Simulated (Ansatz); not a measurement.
**How many bands does the GW gap of YCrB4 (Pbam) need?**

Wanted: a G0W0 gap for YCrB4 (Pbam) that is converged in bands and cutoff, or an estimate of the limit.

Program: Ansatz 0.2.0. Level of theory: G0W0 on LDA, plane waves, PAW. Results are calculated unless marked as measured.

## (1) Set-up

The structure is orthorhombic, space group Pbam (No. 55). Conventional cell: a = 5.972 Å, b = 11.460 Å, c = 3.461 Å, α = 90.00°, β = 90.00°, γ = 90.00°. Nearest to Y lie 14 B at 2.62 to 2.76 Å. Nearest to Cr lie 10 B at 2.25 to 2.33 Å and 1 Cr at 2.30 Å. Nearest to B lie 3 B at 1.80 to 1.86 Å and 2 Cr at 2.31 Å and 4 Y at 2.72 to 2.74 Å. Nearest to B lie 3 B at 1.74 to 1.86 Å and 2 Cr at 2.33 Å and 4 Y at 2.66 to 2.76 Å. Nearest to B lie 3 B at 1.71 to 1.74 Å and 4 Cr at 2.25 Å and 2 Y at 2.62 Å. Nearest to B lie 3 B at 1.74 to 1.82 Å and 2 Cr at 2.31 Å and 4 Y at 2.70 to 2.72 Å. Farther neighbours are not listed.

Coordinates:

```cif
data_structure
_symmetry_space_group_name_H-M 'Pbam'
_symmetry_Int_Tables_number 55
_cell_length_a 5.9720
_cell_length_b 11.4600
_cell_length_c 3.4610
_cell_angle_alpha 90.000
_cell_angle_beta 90.000
_cell_angle_gamma 90.000
_cell_volume 236.87
loop_
_atom_site_label
_atom_site_type_symbol
_atom_site_symmetry_multiplicity
_atom_site_Wyckoff_symbol
_atom_site_fract_x
_atom_site_fract_y
_atom_site_fract_z
_atom_site_occupancy
Y1 Y 4 g 0.12412 0.15037 0.00000 1
Cr1 Cr 4 g 0.12013 0.42178 0.00000 1
B1 B 4 h 0.27888 0.31667 0.50000 1
B2 B 4 h 0.47560 0.19123 0.50000 1
B3 B 4 h 0.38769 0.04654 0.50000 1
B4 B 4 h 0.36116 0.46746 0.50000 1
```

Geometry: measured cell, ions relaxed with LDA. The runs that relaxed it are not among those shown. The default PAW set here is soft_2. Its files were made with PBE.

## (2) 162 empty bands, screening to 45 eV

Now the one-shot GW correction: screening in the RPA, then the self-energy of the levels asked for.

File input.yaml:

```yaml
crystal:
  lattice:
    - [5.972, 0.0, 0.0]
    - [0.0, 11.46, 0.0]
    - [0.0, 0.0, 3.461]
  atoms:
    - { symbol: "Y", position: [0.1241200588, 0.1503666468, 0.0] }
    - { symbol: "Y", position: [0.8758799412, 0.8496333532, 0.0] }
    - { symbol: "Y", position: [0.6241200588, 0.3496333532, 0.0] }
    - { symbol: "Y", position: [0.3758799412, 0.6503666468, 0.0] }
    - { symbol: Cr, position: [0.1201299695, 0.421778839, 0.0] }
    - { symbol: Cr, position: [0.8798700305, 0.578221161, 0.0] }
    - { symbol: Cr, position: [0.6201299695, 0.078221161, 0.0] }
    - { symbol: Cr, position: [0.3798700305, 0.921778839, 0.0] }
    - { symbol: B, position: [0.2788786994, 0.3166664433, 0.5] }
    - { symbol: B, position: [0.7211213006, 0.6833335567, 0.5] }
    - { symbol: B, position: [0.7788786994, 0.1833335567, 0.5] }
    - { symbol: B, position: [0.2211213006, 0.8166664433, 0.5] }
    - { symbol: B, position: [0.4755978637, 0.1912257198, 0.5] }
    - { symbol: B, position: [0.5244021363, 0.8087742802, 0.5] }
    - { symbol: B, position: [0.9755978637, 0.3087742802, 0.5] }
    - { symbol: B, position: [0.0244021363, 0.6912257198, 0.5] }
    - { symbol: B, position: [0.3876900752, 0.0465439877, 0.5] }
    - { symbol: B, position: [0.6123099248, 0.9534560123, 0.5] }
    - { symbol: B, position: [0.8876900752, 0.4534560123, 0.5] }
    - { symbol: B, position: [0.1123099248, 0.5465439877, 0.5] }
    - { symbol: B, position: [0.3611603252, 0.4674623972, 0.5] }
    - { symbol: B, position: [0.6388396748, 0.5325376028, 0.5] }
    - { symbol: B, position: [0.8611603252, 0.0325376028, 0.5] }
    - { symbol: B, position: [0.1388396748, 0.9674623972, 0.5] }
kpoints:
  mp_grid: { grid: [2, 2, 4] }
hamiltonian:
  xc: lda
scf:
  occupations: { method: fixed }
gw:
  n_empty_bands: 162
  ecut_chi: 45
  qp_bands: [v4, c4]
  qp_kpoints: band_edges
  screening: { model: contour_deformation }
```

Command:

```console
ansatz run input.yaml --threads 2 --pin off --max-ram 92160MiB --backend cuda --events-out ev --progress --plain --runs-dir out --devices 1 --max-vram 13GiB
```

Numbers of over 12 decimals in the logs are rounded to 6 here.

What it wrote:

```text
GPUs: using 1 of 1 available (devices: 1).
Engine: ansatz 0.2.0, x86_64-unknown-linux-gnu
Pseudopotentials: kind: paw
Pseudopotential: Y, paw, valence charge 11, recommended cutoff 420 eV (normal), Y.paw.azcp
Pseudopotential: Cr, paw, valence charge 14, recommended cutoff 420 eV (normal), Cr.paw.azcp
Pseudopotential: B, paw, valence charge 3, recommended cutoff 420 eV (normal), B.paw.azcp
Functional definition: SPW92
  exchange = slater_x
  correlation = pw_c
device memory: the entry about to start is reckoned to put 3.2 GiB on a device that reports 45.1 GiB free (of which the cap on the GPU budget leaves the run 13.0 GiB)
GPU FFT provider: cuFFT
GPU libraries: cuBLAS 13.8.2, cuFFT 12.4.0, cuSOLVER 12.3.4
Crystal: 24 atoms, lattice volume = 236.868 Å³
Basis set: ecut = 420 eV, 4603 PW (Γ)
Bands: 98, of which v1, the nominal top of the filled ones, is band 74 counted from 1 (73 counted from 0)
Symmetry: 8 space group operations
Space group: Pbam (ITA 55), of the structure as read, at distance tolerance 6.2e-5 Å
k-points: 12 of 16
Non-local potential: Y, projectors of the file, l = 0: 3, l = 1: 2, l = 2: 2, l = 3: 1
Non-local potential: Cr, projectors of the file, l = 0: 3, l = 1: 2, l = 2: 3, l = 3: 1
Non-local potential: B, projectors of the file, l = 0: 2, l = 1: 2, l = 2: 1
PAW form: soft (Blöchl's): semilocal exchange-correlation on the pseudo side does not see the compensation charge
PAW frozen core: Y, regenerated for the run's functional, and the local potential with it (the file was generated under x = pbe(κ = 0.804, μ = 0.219515), c = pbe(β = 0.066725))
PAW frozen core: Cr, regenerated for the run's functional, and the local potential with it (the file was generated under x = pbe(κ = 0.804, μ = 0.219515), c = pbe(β = 0.066725))
PAW frozen core: B, regenerated for the run's functional, and the local potential with it (the file was generated under x = pbe(κ = 0.804, μ = 0.219515), c = pbe(β = 0.066725))
PAW one-centre angular grid: Y, 590 points (default); XC on 64 Gauss nodes
PAW one-centre angular grid: Cr, 590 points (default); XC on 64 Gauss nodes
PAW one-centre angular grid: B, 110 points (default); XC on 64 Gauss nodes
Initial density: superposition of atomic densities (neutral atoms: chi_scale 0, normalization atom), corrected by the library's trained network
Initial wavefunctions: pseudopotential atomic-orbital guess
GPU buffer pool allocated for 76800 grid points (all kernels)
GPU transforms: local potential and band sums: pruned to the plane-wave sphere, on 40×80×24
Functional: x = slater, c = lda
SCF iter   1: F=—  HF=-30687.655765 eV  |F-HF|=—  |Δ(HF+E_count)|=         —  Δρ=9.68e-3  dr2=2.00e-1  ethr=1.77e-3  ⟨swp⟩=3.5  Hψ=3703  notcnv=0  defer=224
preconditioner: auto → Resta (q_TF=auto, 2.523 Å⁻¹)  ε∞=6.1  [insulator: Δε(μ)=0.362 eV  Ē_g=11.109 eV  n_scr=70 (ndim 8)  ℏωp=25.1 eV  f_vac=0.000  ε∞_Penn≈6.1]
SCF iter   2: F=—  HF=-30687.625659 eV  |F-HF|=—  |Δ(HF+E_count)|=   3.01e-2  Δρ=8.41e-3  dr2=1.55e-1  ethr=1.35e-4  ⟨swp⟩=2.0  Hψ=1409  notcnv=0  defer=261
SCF iter   3: F=—  HF=-30687.618497 eV  |F-HF|=—  |Δ(HF+E_count)|=   7.16e-3  Δρ=6.41e-3  dr2=1.39e-1  ethr=1.05e-4  ⟨swp⟩=2.2  Hψ=1385  notcnv=0  defer=255
SCF iter   4: F=—  HF=-30687.602510 eV  |F-HF|=—  |Δ(HF+E_count)|=   1.60e-2  Δρ=9.78e-4  dr2=1.94e-3  ethr=9.38e-5  ⟨swp⟩=2.0  Hψ=1302  notcnv=0  defer=261
SCF iter   5: F=—  HF=-30687.602041 eV  |F-HF|=—  |Δ(HF+E_count)|=   4.69e-4  Δρ=1.58e-4  dr2=5.37e-5  ethr=1.31e-6  ⟨swp⟩=2.2  Hψ=1446  notcnv=0  defer=263
SCF iter   6: F=—  HF=-30687.602031 eV  |F-HF|=—  |Δ(HF+E_count)|=   1.04e-5  Δρ=3.51e-5  dr2=2.28e-6  ethr=3.63e-8  ⟨swp⟩=2.1  Hψ=1693  notcnv=0  defer=209
SCF iter   7: F=—  HF=-30687.602031 eV  |F-HF|=—  |Δ(HF+E_count)|=   3.04e-7  Δρ=1.43e-5  dr2=5.40e-7  ethr=1.54e-9  ⟨swp⟩=2.0  Hψ=1409  notcnv=0  defer=209
SCF iter   8: F=-30687.602030 eV  HF=-30687.602030 eV  |F-HF|=2.83e-8  |Δ(HF+E_count)|=   5.44e-8  Δρ=3.45e-6  dr2=3.28e-8  ethr=6.76e-11  ⟨swp⟩=10.7  Hψ=4888  notcnv=0
SCF 1 converged in 8 iterations: F = -30687.602030 eV  dr2 = 3.28e-8
  greatest PAW one-centre occupation: 1.000 electrons in one spin orbital (limit 2), on the Cr atom at site 7 (counted from 0), in its partial waves of l = 0
device memory: the entry about to start is reckoned to put 3.8 GiB (of the 4.0 GiB reckoned in all, the device holds 0.1 GiB already) on a device that reports 46.8 GiB free (of which the cap on the GPU budget leaves the run 12.9 GiB)
NSCF: frozen V_eff on 12 k-points
the band table was solved once the SCF had ended and its energy, with any forces and stress, was formed, with the checks that follow a solve (4283 applications of the Hamiltonian). They found nothing against the state; the energy, forces and stress were not computed again (output.eigenvalues in the input reference)
device memory: the entry about to start is reckoned to put 3.1 GiB on a device that reports 47.0 GiB free (of which the cap on the GPU budget leaves the run 13.0 GiB)
NSCF: frozen V_eff on 12 k-points
G₀W₀ screening: q 1/12
[... further progress lines ...]
device memory: the entry about to start is reckoned to put 1.4 GiB on a device that reports 42.6 GiB free (of which the cap on the GPU budget leaves the run 13.0 GiB)
NSCF: frozen V_eff on 1 k-points
device memory: the entry about to start is reckoned to put 1.4 GiB on a device that reports 42.8 GiB free (of which the cap on the GPU budget leaves the run 13.0 GiB)
NSCF: frozen V_eff on 1 k-points
device memory: the entry about to start is reckoned to put 1.4 GiB on a device that reports 44.1 GiB free (of which the cap on the GPU budget leaves the run 13.0 GiB)
NSCF: frozen V_eff on 1 k-points
device memory: the entry about to start is reckoned to put 1.4 GiB on a device that reports 39.9 GiB free (of which the cap on the GPU budget leaves the run 13.0 GiB)
NSCF: frozen V_eff on 1 k-points
SCF converged after 8 iterations
Free energy (F): -30687.602030 eV
Harris-Foulkes:  -30687.602030 eV  (|F-HF|=2.83e-8)
Internal energy: -30687.602030 eV  (E = F + TS)
E sigma→0 (E₀):  -30687.602030 eV
Fermi energy:    13.374563 eV
--- Per-component energies (eV) ---
  E_band       = -820.943728
  E_kinetic    = 3397.274381
  E_local      = -9476.823887  (includes V_loc(G=0)·N_el)
  E_nonlocal   = 732.806144
  E_hartree    = 3948.101688
  E_xc         = -1769.993567
  E_vxc        = -2136.648518  (∫ρ·V_xc dr)
  E_paw        = -16620.396469  (= ΣΔE_a)
  E_vpaw       = -1233.774873  (= ΣTr[D̂ρ^β])
  E_aug_tail   = 0.001371  (compensation charges beyond the density's cutoff)
  E_ewald      = -10902.083882
  E_core_change = 3.512191  (= ΣΔE_core)
  E_smearing   = -0.000000  (= −TS)
  E_closure    = 0.000000  (closes the sum)
  Σ components = -30687.602030   (vs F -30687.602030, Δ=0.00e0)
--- Band table (eV; the first three rows and the last of 12) ---
  k-point 0: bands = [... 70 lower, 12.4055, 12.9703, 13.1771, 13.1951, 14.3467, 14.3716, 14.6564, 14.7348, ... 20 higher]
  k-point 1: bands = [... 70 lower, 12.4069, 13.0011, 13.0730, 13.1665, 13.6652, 14.1549, 14.2902, 14.5122, ... 20 higher]
  k-point 2: bands = [... 70 lower, 12.6670, 12.9140, 12.9808, 13.0099, 13.6866, 13.7089, 13.7298, 13.8277, ... 20 higher]
  k-point 11: bands = [... 70 lower, 12.0509, 12.0509, 13.0072, 13.0072, 13.7400, 13.7400, 14.6287, 14.6287, ... 20 higher]
--- G₀W₀: contour deformation, 8 samples at zero and on the imaginary axis and 1 off it, 16 q-points, 162 empty bands' worth ---
  eigenvalues of the whole cell's RPA ε∞ on this k-mesh (on a slab, of 1 + 4πα/V) = 41.0471, 42.4800, 47.4212; static W/v taken at q = 0 is 0.022172
  gw.qp_kpoints: band_edges: 12 of 12 stored k-points solved, in 1 pass; an edge of the gap read off the rows below is read off those points alone
    ik  band        ε_KS         Σx   Σc(E_QP)       V_xc       Z   E_QP_lin       E_QP  E_QP is
     0    71     12.4055   -19.9035     1.8269   -19.1969  0.7292    13.5633    13.5259  root
     0    72     12.9703   -19.8539     1.1314   -19.9171  0.6907    14.1245    14.1648  root
     0    73     13.1771   -18.2701     1.1144   -18.2684  0.7219    14.2676    14.2898  root
     0    74     13.1951   -21.5189     1.0674   -21.7269  0.6871    14.4431    14.4705  root
     0    75     14.3467   -15.9405    -3.1368   -20.3637  0.7091    15.6485    15.6332  root
     0    76     14.3716   -18.1789    -3.8899   -23.5714  0.6705    15.8582    15.8742  root
     0    77     14.6564   -18.2191    -3.3317   -22.9615  0.6929    16.0804    16.0672  root
     0    78     14.7348   -12.6033    -4.1662   -18.0445  0.7291    16.0285    16.0099  root
     1    71     12.4069   -20.5157     1.5842   -20.1387  0.6950    13.5912    13.6142  root
     1    72     13.0011   -22.9049     1.2560   -23.0330  0.6695    14.3428    14.3852  root
     1    73     13.0730   -21.6017     1.6600   -21.1353  0.6788    14.2358    14.2666  root
     1    74     13.1665   -21.9508     1.5946   -21.5801  0.6770    14.3698    14.3903  root
     1    75     13.6652   -16.9846    -3.0519   -21.3695  0.6964    15.0091    14.9982  root
     1    76     14.1549   -17.0982    -3.5540   -22.0299  0.6880    15.5231    15.5326  root
     1    77     14.2902   -18.4317    -4.5906   -24.6181  0.6634    15.8743    15.8860  root
     1    78     14.5122   -17.3279    -4.6709   -23.5601  0.6667    16.0507    16.0735  root
     2    71     12.6670   -14.7560     1.6804   -13.8298  0.7592    13.4107    13.4213  root
     2    72     12.9140   -25.1584     1.8979   -24.6659  0.6412    14.2696    14.3194  root
     2    73     12.9808   -25.1003     1.9898   -24.4903  0.6390    14.3159    14.3605  root
     2    74     13.0099   -21.7620     1.5356   -21.4671  0.6889    14.2198    14.2506  root
     2    75     13.6866   -16.1630    -4.0726   -21.7614  0.7144    15.2523    15.2124  root
     2    76     13.7089   -20.9209    -3.5294   -26.0439  0.6496    15.2779    15.3026  root
     2    77     13.7298   -20.6467    -3.6141   -25.8385  0.6527    15.2939    15.3076  root
     2    78     13.8277   -16.9051    -4.1741   -22.6695  0.7083    15.4528    15.4180  root
[...]
11    71     12.0509   -21.4711     2.6445   -19.9157  0.6898    13.1042    13.1400  root
    11    72     12.0509   -21.4711     2.6445   -19.9157  0.6898    13.1042    13.1400  root
    11    73     13.0072   -25.2712     1.8702   -24.7983  0.6414    14.3692    14.4045  root
    11    74     13.0072   -25.2712     1.8702   -24.7983  0.6414    14.3692    14.4045  root
    11    75     13.7400   -21.0115    -3.5440   -26.1439  0.6485    15.3080    15.3283  root
    11    76     13.7400   -21.0115    -3.5440   -26.1439  0.6485    15.3080    15.3283  root
    11    77     14.6287   -17.8450    -5.0714   -24.4767  0.6434    16.1294    16.1888  root
    11    78     14.6287   -17.8450    -5.0714   -24.4767  0.6434    16.1294    16.1888  root
```

The job ended after 28 s (1 × NVIDIA H100 80GB HBM3 (shared by 6 runs) with 2 threads of AMD EPYC 7R13 (Zen 3), shared host; peak memory 1.4 GiB).

The column dr2 measures how far the density is from self-consistency, as an energy; F and HF (Harris–Foulkes) agree once it is small.

This step gave:

```
bands summed                                 : 236
RPA ε∞ on this mesh (eigenvalues)            : 41.05, 42.48, 47.42
plane waves in the screening matrix          : 149
q-points in the mesh                         : 16
G0W0 gap on the mesh                         : 0.3199 eV
k of the valence top                         : -0.5, 0, 0
k of the conduction bottom                   : 0, 0, 0.25
starting gap on the mesh                     : 0.2907 eV
Z at the valence top                         : 0.6861
Z at the conduction bottom                   : 0.6964
least direct G0W0 gap on the computed points : 0.4086 eV
```

The gap on the mesh goes from 0.29 eV to 0.32 eV, a correction of +0.03 eV, though a band edge has moved to another state.

## (3) 459 empty bands, screening to 90 eV

Another rung: the empty bands reach about as high as the screening cutoff, so the two stay in balance.

input.yaml, as its differences from that of step 2:

```diff
@@ -37,4 +37,4 @@
 gw:
-  n_empty_bands: 162
-  ecut_chi: 45
+  n_empty_bands: 459
+  ecut_chi: 90
   qp_bands: [v4, c4]
```

What it wrote:

```text
GPUs: using 1 of 1 available (devices: 1).
[...]
GPU FFT provider: cuFFT
GPU libraries: cuBLAS 13.8.2, cuFFT 12.4.0, cuSOLVER 12.3.4
Crystal: 24 atoms, lattice volume = 236.868 Å³
Basis set: ecut = 420 eV, 4603 PW (Γ)
Bands: 98, of which v1, the nominal top of the filled ones, is band 74 counted from 1 (73 counted from 0)
Symmetry: 8 space group operations
[...]
k-points: 12 of 16
[...]
GPU buffer pool allocated for 76800 grid points (all kernels)
[...]
SCF iter   1: F=—  HF=-30687.655765 eV  |F-HF|=—  |Δ(HF+E_count)|=         —  Δρ=9.68e-3  dr2=2.00e-1  ethr=1.77e-3  ⟨swp⟩=3.5  Hψ=3703  notcnv=0  defer=224
[...]
SCF iter   8: F=-30687.602030 eV  HF=-30687.602030 eV  |F-HF|=2.83e-8  |Δ(HF+E_count)|=   5.44e-8  Δρ=3.45e-6  dr2=3.28e-8  ethr=6.76e-11  ⟨swp⟩=10.7  Hψ=4888  notcnv=0
SCF 1 converged in 8 iterations: F = -30687.602030 eV  dr2 = 3.28e-8
[...]
NSCF: frozen V_eff on 12 k-points
[...]
G₀W₀ screening: q 1/12
[... further progress lines ...]
[...]
SCF converged after 8 iterations
Free energy (F): -30687.602030 eV
[...]
Internal energy: -30687.602030 eV  (E = F + TS)
E sigma→0 (E₀):  -30687.602030 eV
Fermi energy:    13.374563 eV
[...]
--- Band table (eV; the first three rows and the last of 12) ---
  k-point 0: bands = [... 70 lower, 12.4055, 12.9703, 13.1771, 13.1951, 14.3467, 14.3716, 14.6564, 14.7348, ... 20 higher]
  k-point 1: bands = [... 70 lower, 12.4069, 13.0011, 13.0730, 13.1665, 13.6652, 14.1549, 14.2902, 14.5122, ... 20 higher]
  k-point 2: bands = [... 70 lower, 12.6670, 12.9140, 12.9808, 13.0099, 13.6866, 13.7089, 13.7298, 13.8277, ... 20 higher]
  k-point 11: bands = [... 70 lower, 12.0509, 12.0509, 13.0072, 13.0072, 13.7400, 13.7400, 14.6287, 14.6287, ... 20 higher]
[...]
bands read: the sum over 533 bands ends inside a degenerate multiplet in 9 slots, whose members it reads at an even weight; the widest, k=3: bands 533 to 534 (counted from 1) at 1/2 each
[...]
0    71     12.4055   -19.9035     1.3919   -19.1969  0.7037    13.1142    13.0909  root
     0    72     12.9703   -19.8539     0.7061   -19.9171  0.6801    13.7174    13.7395  root
     0    73     13.1771   -18.2701     0.6368   -18.2684  0.7129    13.8027    13.8122  root
     0    74     13.1951   -21.5189     0.6151   -21.7269  0.6745    14.0089    14.0182  root
     0    75     14.3467   -15.9405    -3.5899   -20.3637  0.6997    15.1972    15.1800  root
     0    76     14.3716   -18.1789    -4.3806   -23.5714  0.6592    15.3834    15.3835  root
     0    77     14.6564   -18.2191    -3.7531   -22.9615  0.6817    15.6550    15.6457  root
     0    78     14.7348   -12.6033    -4.6833   -18.0445  0.7198    15.5033    15.4927  root
[...]
11    75     13.7400   -21.0115    -3.9552   -26.1439  0.6342    14.9112    14.9171  root
    11    76     13.7400   -21.0115    -3.9552   -26.1439  0.6342    14.9112    14.9171  root
    11    77     14.6287   -17.8450    -5.5646   -24.4767  0.6340    15.6631    15.6956  root
    11    78     14.6287   -17.8450    -5.5646   -24.4767  0.6340    15.6631    15.6956  root
```

The job ended after 64 s (1 × NVIDIA H100 80GB HBM3 (shared by 6 runs) with 2 threads; peak memory 2.2 GiB).

This step gave:

| Quantity | Value |
| --- | --- |
| bands summed | 533 |
| RPA ε∞ on this mesh (eigenvalues) | 40.63, 41.89, 47.02 |
| plane waves in the screening matrix | 457 |
| q-points in the mesh | 16 |
| G0W0 gap on the mesh | 0.3214 eV |
| k of the valence top | -0.5, -0.5, 0 |
| k of the conduction bottom | 0, 0, 0.25 |
| starting gap on the mesh | 0.2907 eV |
| Z at the valence top | 0.6724 |
| Z at the conduction bottom | 0.6848 |
| least direct G0W0 gap on the computed points | 0.4237 eV |

Against the run with 2×2×4 mesh, 162 empty bands, screening to 45 eV, the gap moves by +0.002 eV.

## (4) 988 empty bands, screening to 150 eV

input.yaml, as its differences from that of step 3:

```diff
@@ -37,4 +37,4 @@
 gw:
-  n_empty_bands: 459
-  ecut_chi: 90
+  n_empty_bands: 988
+  ecut_chi: 150.0
   qp_bands: [v4, c4]
```

What it wrote:

```text
GPUs: using 1 of 1 available (devices: 1).
[...]
GPU FFT provider: cuFFT
GPU libraries: cuBLAS 13.8.2, cuFFT 12.4.0, cuSOLVER 12.3.4
Crystal: 24 atoms, lattice volume = 236.868 Å³
Basis set: ecut = 420 eV, 4603 PW (Γ)
Bands: 98, of which v1, the nominal top of the filled ones, is band 74 counted from 1 (73 counted from 0)
Symmetry: 8 space group operations
[...]
k-points: 12 of 16
[...]
0    78     14.7348   -12.6033    -4.9063   -18.0445  0.7159    15.2769    15.2697  root
[...]
11    75     13.7400   -21.0115    -4.1913   -26.1439  0.6231    14.6845    14.6810  root
    11    76     13.7400   -21.0115    -4.1913   -26.1439  0.6231    14.6845    14.6810  root
    11    77     14.6287   -17.8450    -5.8135   -24.4767  0.6292    15.4283    15.4468  root
    11    78     14.6287   -17.8450    -5.8135   -24.4767  0.6292    15.4283    15.4468  root
[key lines of the parts left out:]
SCF converged after 8 iterations
Free energy (F): -30687.602030 eV
Fermi energy:    13.374563 eV
```

The job ended after 2.2 min (1 × NVIDIA H100 80GB HBM3 (shared by 6 runs) with 2 threads; peak memory 4.3 GiB).

Numbers from this step:

| Quantity | Value |
| --- | --- |
| bands summed | 1062 |
| RPA ε∞ on this mesh (eigenvalues) | 40.39, 41.49, 46.89 |
| plane waves in the screening matrix | 987 |
| G0W0 gap on the mesh | 0.3382 eV |
| k of the valence top | -0.5, -0.5, 0 |
| k of the conduction bottom | 0, 0, 0.25 |
| starting gap on the mesh | 0.2907 eV |
| least direct G0W0 gap on the computed points | 0.4469 eV |

Against the run with 2×2×4 mesh, 459 empty bands, screening to 90 eV, the gap moves by +0.017 eV.

[end of part 1 of 2]

[Paths, hosts, dates, memory and timing lines, banners, echoed tables and standing remarks are left out of the program output.]

[Logs are printed without paths, hosts, clocks, repeated set-up lines and the standing remarks that a program may print on its own settings, such as how far it seeks lower states.]

[Runs of the session that timed out or met a known fault of the program may be left out.]

[Cells called generated may have been cut or substituted from an entry of the Crystallography Open Database or the Materials Project.]

[Hosts, paths, dates, database ids (printed as entryN), source tags and the programs' standing remarks are cut or masked in the printed files.]
